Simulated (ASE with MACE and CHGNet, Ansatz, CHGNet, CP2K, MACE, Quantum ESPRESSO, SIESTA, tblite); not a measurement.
## Twisted Zr2CO2 MXene bilayer, 38.21° (70 atoms) in machine-learned potentials

How do the settings of machine-learned potentials change the result for twisted Zr2CO2 MXene bilayer, 38.21° (70 atoms)? A plane-wave run serves as the yardstick.

Calculated with ASE with MACE and CHGNet; the method is named at each step.

## (1) Starting point

The cell holds 70 atoms: 14 C, 28 Zr and 28 O. Cell: a = 8.757 Å, b = 8.757 Å, c = 28.150 Å, α = 90.0°, β = 90.0°, γ = 120.0°. It derives from Zr2CO2 (Zr2CO2 MXene). Zr2CO2 MXene (a = 3.31 Å) under Zr2CO2 MXene (a = 3.31 Å), bilayer, commensurate cell of 7 unit cells a layer, twist 38.21 deg; facing planes 2.95 Å apart; 16 Å of vacuum; layers as built, displaced by a Gaussian of 0.01 Å. Then every atom was moved at random, 0.02 Å r.m.s. a Cartesian component. Regions: layer 1, 35 atoms (7 C, 14 Zr and 14 O); layer 2, 35 atoms (7 C, 14 Zr and 14 O). Vacuum lies along c.

The yardstick, on the same geometry:

| Item | Value |
| --- | --- |
| method | Kohn-Sham DFT, PBE, SSSP efficiency 1.3.0 pseudopotentials, plane waves (Quantum ESPRESSO 7.5); sssp-pbe-1.3.0-efficiency, cutoffs 60/480 Ry, Γ point |
| r.m.s. force component | 0.4521 eV/Å |
| longest force | 1.87 eV/Å |
| gap (highest filled to lowest empty level) | 1.422 eV |
| time | 19 min on 2 MPI ranks of Intel Xeon Platinum 8375C at 2.90GHz (Ice Lake), shared host |
| CPU time | 39 min |

## (2) MACE MP-0b3 medium potential

Method: machine-learned interatomic potential MACE MP-0b3 medium, trained on PBE(+U) plane-wave data.

Input file run.py:

```python
import numpy as np
from ase.io import read
import mlip  # loads the published weights by name

atoms = read("structure.xyz")
atoms.calc = mlip.calc("mace-mp-0b3-medium")
energy = atoms.get_potential_energy()
forces = atoms.get_forces()
print(f"energy {energy:.6f} eV")
print("forces (eV/A)")
for i, (a, f) in enumerate(zip(atoms, forces)):
    print(f"{i:4d} {a.symbol:2s} {f[0]:10.5f} {f[1]:10.5f} {f[2]:10.5f}")
```

Input file structure.xyz:

```xyz
70
Lattice="8.75740 0.00000 0.00000 -4.37870 7.58413 0.00000 0.00000 0.00000 28.15000" Properties=species:S:1:pos:R:3 pbc="T T T"
C 4.34477 7.58405 10.28179
Zr 0.64130 1.82140 11.64397
Zr 1.87500 0.36973 8.95423
O 1.87076 0.35433 12.63062
O 0.60557 1.78227 7.98221
C -0.63027 3.26193 10.28263
Zr -0.04322 5.07022 11.64847
Zr 1.25997 3.59040 8.93622
O 1.20405 3.58896 12.57545
O -0.05206 5.07295 8.00670
C -1.20935 6.50332 10.31726
Zr 3.75487 0.73710 11.64453
Zr 0.62164 6.85856 8.88808
O 0.64533 6.83588 12.58305
O 3.76485 0.71981 8.03682
C 2.45522 2.20273 10.29811
Zr 3.10380 3.96058 11.68760
Zr 4.40300 2.53151 8.96127
O 4.32550 2.52726 12.58361
O 3.16497 4.00207 8.00333
C 1.86839 5.40506 10.29417
Zr 2.52922 7.25619 11.66508
Zr 3.77396 5.74687 8.92383
O 3.75434 5.77539 12.62781
O 2.52217 7.22047 7.99910
C 5.60802 1.08339 10.28291
Zr 6.27244 2.86035 11.68760
Zr 7.50859 1.46237 8.91623
O 7.48749 1.44751 12.63879
O 6.25112 2.91064 7.96279
C 5.01024 4.34411 10.25364
Zr -3.10656 6.16218 11.66902
Zr -1.88477 4.69746 9.00096
O -1.87277 4.70717 12.59656
O -3.06316 6.10978 7.97489
C -2.07410 4.86112 17.86934
Zr 5.44741 3.42143 19.20252
Zr 4.79095 5.22888 16.49224
O 4.80821 5.26528 20.13260
O 5.40196 3.39170 15.58018
C 4.17667 7.00288 17.85301
Zr 2.92808 5.61521 19.21998
Zr 2.28415 7.39460 16.48154
O 2.34992 7.39445 20.16779
O 2.91113 5.61377 15.52782
C 3.54815 3.80845 17.82345
Zr 2.32102 2.34054 19.23968
Zr 1.65594 4.17779 16.45593
O 1.66601 4.17400 20.16413
O 2.33188 2.31551 15.55147
C 6.07707 1.64993 17.84063
Zr 4.77265 0.22639 19.22701
Zr 4.18783 1.97028 16.45058
O 4.12684 1.98719 20.14301
O 4.82651 0.17754 15.54302
C 0.99953 5.98926 17.86568
[... 10 atom lines left out ...]
Zr -2.73064 6.69375 19.21237
Zr 1.02116 0.89895 16.46099
O 1.01183 0.92739 20.12641
O -2.72456 6.69155 15.53598
```

Command:

```
$ OMP_NUM_THREADS=1 python run.py > output.txt
```

What it wrote:

```text
energy -656.298598 eV
forces (eV/A)
   0 C     0.37176    0.00970    0.19270
   1 Zr   -0.27493   -0.36725    0.13038
   2 Zr   -0.11150   -0.21381   -0.39285
   3 O     0.03217    0.08778   -0.10264
   4 O     0.23230    0.10099   -0.10898
   5 C    -0.02196   -0.32666    0.27145
   6 Zr    0.66312    0.02596    0.20675
   7 Zr   -0.12178    0.40425   -0.40175
   8 O     0.21660    0.28387    0.39093
   9 O     0.44047   -0.16175   -0.15770
  10 C    -0.48013    0.20201   -0.12134
  11 Zr    0.03777   -0.36128    0.20239
  12 Zr    0.26904   -0.19013    0.05564
  13 O    -0.09657    0.28769    0.12595
  14 O    -0.22447    0.11690   -0.36931
  15 C     0.38606   -0.35959   -0.03989
  16 Zr    0.01453    0.61531   -0.08623
  17 Zr   -0.02166    0.07130   -0.43663
  18 O     0.43632    0.09140    0.26666
  19 O    -0.38031   -0.40119   -0.28927
  20 C     0.16242    0.08673   -0.09401
  21 Zr   -0.22911   -0.57921   -0.00014
  22 Zr    0.02733    0.52321   -0.14334
  23 O     0.02957   -0.00920   -0.19317
[...]
62 Zr    0.08012    0.02084    0.04922
  63 O    -0.23101   -0.01438   -0.15798
  64 O    -0.07056   -0.24948   -0.13343
  65 C    -0.06444   -0.09075   -0.08935
  66 Zr    0.32455   -0.02469    0.16702
  67 Zr    0.14940    0.15436    0.15164
  68 O     0.23109   -0.05973    0.19972
  69 O     0.06546   -0.03698   -0.07051
```

Run time: 14 s. Hardware: 1 thread of Intel Xeon Platinum 8375C at 2.90GHz (Ice Lake), shared host; peak memory 0.98 GiB.

Banners, paths, timers and routine set-up lines are dropped from the logs unmarked, and long logs keep their key lines alone; longer cuts are marked.

Numbers from this run, and their distance from the reference:

```yaml
r_m_s_force_component: 0.2681 eV/Å
r_m_s_difference_of_force_components: 282.4 meV/Å
longest_difference_of_force_vectors: 1055 meV/Å
force_difference_over_r_m_s_force: 62.47 %
slope_of_forces_against_the_reference_s: 0.4808
correlation_of_force_components: 0.8106
```

Length of the force difference by element (eV/Å):

```tsv
element	atoms	mean	most
C	14	0.21	0.39
O	28	0.25	0.51
Zr	28	0.69	1.1
```

Local excerpt of 13 atoms (numbers count through the whole input) about C31, which bears the longest force; x, y, z are measured from there.

```tsv
atom	x	y	z	distance (Å)	bonds	Fx	Fy	Fz (eV/Å)
C31	0.00	0.00	0.00	0.00	6	-0.17	-0.10	0.93
Zr33	1.86	0.35	-1.25	2.27	6	0.08	-0.11	-0.81
Zr23	-1.24	1.40	-1.33	2.29	6	0.03	0.52	-0.14
Zr18	-0.61	-1.81	-1.29	2.31	6	-0.02	0.07	-0.44
Zr32	0.64	1.82	1.42	2.39	6	-0.47	-0.11	0.11
Zr17	-1.91	-0.38	1.43	2.42	6	0.01	0.62	-0.09
Zr27	1.26	-1.48	1.43	2.42	6	-0.31	0.27	-0.15
O20	-1.85	-0.34	-2.25	2.93	3	-0.38	-0.40	-0.29
O35	0.68	1.77	-2.28	2.96	3	-0.36	0.42	0.14
O30	1.24	-1.43	-2.29	2.97	3	0.00	-0.15	0.15
O34	1.87	0.36	2.34	3.02	3	-0.27	-0.19	0.26
O19	-0.68	-1.82	2.33	3.03	3	0.44	0.09	0.27
O24	-1.26	1.43	2.37	3.04	3	0.03	-0.01	-0.19
```

Atoms are counted from 1 here, from 0 in the log.

Forces lie 62 % from the reference's, at 0.0049 times its CPU time (on 1 against 2 cores).

The difference per atom is largest on Zr (0.69 eV/Å on average, against 0.25 on O).

## (3) MACE MP-0b2 small potential

Method: machine-learned interatomic potential MACE MP-0b2 small, trained on PBE(+U) plane-wave data.

run.py, as its differences from that of step 2:

```diff
@@ -5,3 +5,3 @@
 atoms = read("structure.xyz")
-atoms.calc = mlip.calc("mace-mp-0b3-medium")
+atoms.calc = mlip.calc("mace-mp-0b2-small")
 energy = atoms.get_potential_energy()
```

structure.xyz is that of step 2.

What it wrote:

```text
energy -647.931550 eV
forces (eV/A)
   0 C     0.46716    0.03615    0.15075
   1 Zr   -0.24072   -0.31621   -0.35113
   2 Zr   -0.13763   -0.24318    0.30329
   3 O     0.00152    0.10486   -0.00376
   4 O     0.21372    0.10398   -0.24641
   5 C    -0.09986   -0.31766    0.17841
   6 Zr    0.67556    0.05058   -0.35923
   7 Zr   -0.11016    0.42930    0.38073
   8 O     0.25962    0.26992    0.51499
   9 O     0.42701   -0.11126   -0.28775
  10 C    -0.58150    0.18286   -0.10634
  11 Zr    0.06543   -0.40885   -0.30521
  12 Zr    0.29594   -0.20615    0.69354
  13 O    -0.08695    0.23969    0.21400
  14 O    -0.20922    0.08152   -0.48194
  15 C     0.32633   -0.40579   -0.10207
  16 Zr    0.00752    0.64472   -0.53897
  17 Zr    0.00471    0.08843    0.28174
  18 O     0.42139    0.05595    0.41199
  19 O    -0.34454   -0.38225   -0.40752
  20 C     0.16733    0.04732   -0.18767
  21 Zr   -0.22090   -0.61563   -0.43625
  22 Zr    0.00804    0.51331    0.54032
  23 O     0.06583    0.01115   -0.13082
[...]
62 Zr    0.10825    0.00232    0.57406
  63 O    -0.23621   -0.03308    0.00412
  64 O    -0.02477   -0.27640   -0.20375
  65 C    -0.06518   -0.10634    0.02318
  66 Zr    0.30216   -0.06957   -0.53191
  67 Zr    0.15018    0.18353    0.56391
  68 O     0.21679   -0.05263    0.31997
  69 O     0.04224   -0.06681   -0.18444
```

Wall time 13 s (1 thread); peak memory 0.67 GiB.

Numbers from this run, and their distance from the reference:

```
r.m.s. force component                  : 0.3227 eV/Å
r.m.s. difference of force components   : 483.8 meV/Å
longest difference of force vectors     : 1843 meV/Å
force difference over r.m.s. force      : 107 %
slope of forces against the reference's : 0.1821
correlation of force components         : 0.2551
```

Against the first run (62 %), the force difference from the reference is 107 %, at 0.95 times the CPU time.

The difference per atom is largest on Zr (1.2 eV/Å on average, against 0.35 on O).

## (4) CHGNet r2SCAN potential

Method: machine-learned interatomic potential CHGNet r2SCAN, trained on r2SCAN plane-wave data.

run.py, as its differences from that of step 3:

```diff
@@ -5,3 +5,3 @@
 atoms = read("structure.xyz")
-atoms.calc = mlip.calc("mace-mp-0b2-small")
+atoms.calc = mlip.calc("chgnet-r2scan")
 energy = atoms.get_potential_energy()
```

structure.xyz is that of step 3.

What it wrote:

```text
CHGNet vr2scan initialized with 412,525 parameters
CHGNet will run on cpu
energy -1120.785156 eV
forces (eV/A)
   0 C     0.23028    0.05774    0.20039
   1 Zr   -0.13563   -0.17057   -0.07449
   2 Zr   -0.06829   -0.13866   -0.16177
   3 O     0.02593    0.06183   -0.00021
   4 O     0.14162    0.06834   -0.00718
   5 C    -0.05837   -0.23996    0.21848
   6 Zr    0.43881    0.14465   -0.14926
   7 Zr   -0.05407    0.21702   -0.10581
   8 O     0.13508    0.08463    0.42973
   9 O     0.20509   -0.13696   -0.13457
  10 C    -0.34302    0.11996    0.05800
  11 Zr    0.03995   -0.32042   -0.03082
  12 Zr    0.23839   -0.17614    0.19264
  13 O    -0.06097    0.18301    0.18399
  14 O    -0.20265    0.10321   -0.25668
  15 C     0.12184   -0.21396    0.02774
  16 Zr   -0.02851    0.43198   -0.20804
  17 Zr    0.07501    0.02765   -0.11694
  18 O     0.23795    0.02479    0.33948
  19 O    -0.20601   -0.25359   -0.19375
  20 C     0.11124    0.00722   -0.00830
  21 Zr   -0.11887   -0.38522   -0.14356
  22 Zr   -0.00367    0.30066    0.01996
  23 O     0.05000    0.03340   -0.07652
[...]
62 Zr    0.12501   -0.04671    0.21754
  63 O    -0.14019   -0.01242   -0.10037
  64 O    -0.04178   -0.17113   -0.09475
  65 C    -0.01634   -0.06003   -0.06671
  66 Zr    0.19140    0.00821   -0.01140
  67 Zr    0.08318    0.13005    0.21250
  68 O     0.12352   -0.03422    0.15528
  69 O     0.05052   -0.03669   -0.13931
```

The job ended after 5.8 s (1 thread; peak memory 0.89 GiB).

Numbers from this run, and their distance from the reference:

| Item | Value |
| --- | --- |
| r.m.s. force component | 0.1804 eV/Å |
| r.m.s. difference of force components | 373.5 meV/Å |
| longest difference of force vectors | 1567 meV/Å |
| force difference over r.m.s. force | 82.61 % |
| slope of forces against the reference's | 0.2384 |
| correlation of force components | 0.5974 |

Against the first run (62 %), the force difference from the reference is 83 %, at 0.48 times the CPU time; this potential was trained at another functional than the reference's, which explains only part of so large a difference.

The difference per atom is largest on Zr (0.90 eV/Å on average, against 0.34 on C).

## (5) All runs compared

Differences are against the plane-wave reference, forces as r.m.s. over components; share is that over the reference's r.m.s. force, slope the least-squares factor from reference forces to these. Total energies of different programs have different zeros and aren't compared.

```tsv
run	Δ force, r.m.s. (meV/Å)	share (%)	slope	cores	CPU time	memory (GiB)
reference	-	-	-	2	39 min	5.9
MACE MP-0b3 medium potential	282	62.5	0.481	1	11 s	0.98
MACE MP-0b2 small potential	484	107	0.182	1	11 s	0.67
CHGNet r2SCAN potential	374	82.6	0.238	1	5.5 s	0.89
```

Times of the machine-learned potentials are mostly Python's start and the loading of weights.

CPU time is summed over cores on a shared host, where runs went side by side, so it is rough. Symmetry, cutoffs, thresholds, outputs and thread counts weren't matched or tuned between programs; memory under MPI is the largest rank's times the ranks.

A second geometry, displaced anew (every atom was moved at random, 0.06 Å r.m.s. a Cartesian component), gives an energy difference that all programs can be tested on. The reference puts it at 47.53 meV/atom.

```tsv
run	energy less the first geometry's (meV/atom)	error (meV/atom)	force share at the second geometry (%)
MACE MP-0b3 medium potential	42.29	-5.25	37.2
MACE MP-0b2 small potential	41.78	-5.75	55.2
CHGNet r2SCAN potential	25.84	-21.7	56.1
```

## (6) What came out

```json
{"nearest in forces": "MACE MP-0b3 medium potential, 62 %", "its CPU time": "11 s"}
```

What this shows: Machine-learned potentials differ by 62 % (MACE MP-0b3 medium potential) to 107 % (MACE MP-0b2 small potential); they were trained on other programs' data, some at another functional. Among those trained on PBE data the slope goes as low as 0.18, with a correlation of 0.26, so directions differ as well as sizes. The energy difference between the two geometries, 47.5 meV/atom in the reference, is met best by MACE MP-0b3 medium potential (-5.25) and worst by CHGNet r2SCAN potential (-21.7). Machine-learned potentials mimic data converged in k, so the reference's own k-point error enters their differences. The reference's PBE has no dispersion term, which matters for the binding between molecules or layers. The electronic-structure runs sample only Γ, in a cell whose shortest periodic width is 8 Å.

[Also dropped from logs without a mark: logging warnings of Python, and SIESTA's first energy breakdown and zero terms.]

[Logs are printed without paths, hosts, clocks, repeated set-up lines and the standing remarks that a program may print on its own settings, such as how far it seeks lower states.]

[Hosts, paths, dates, database ids (printed as entryN), source tags and the programs' standing remarks are cut or masked in the printed files.]
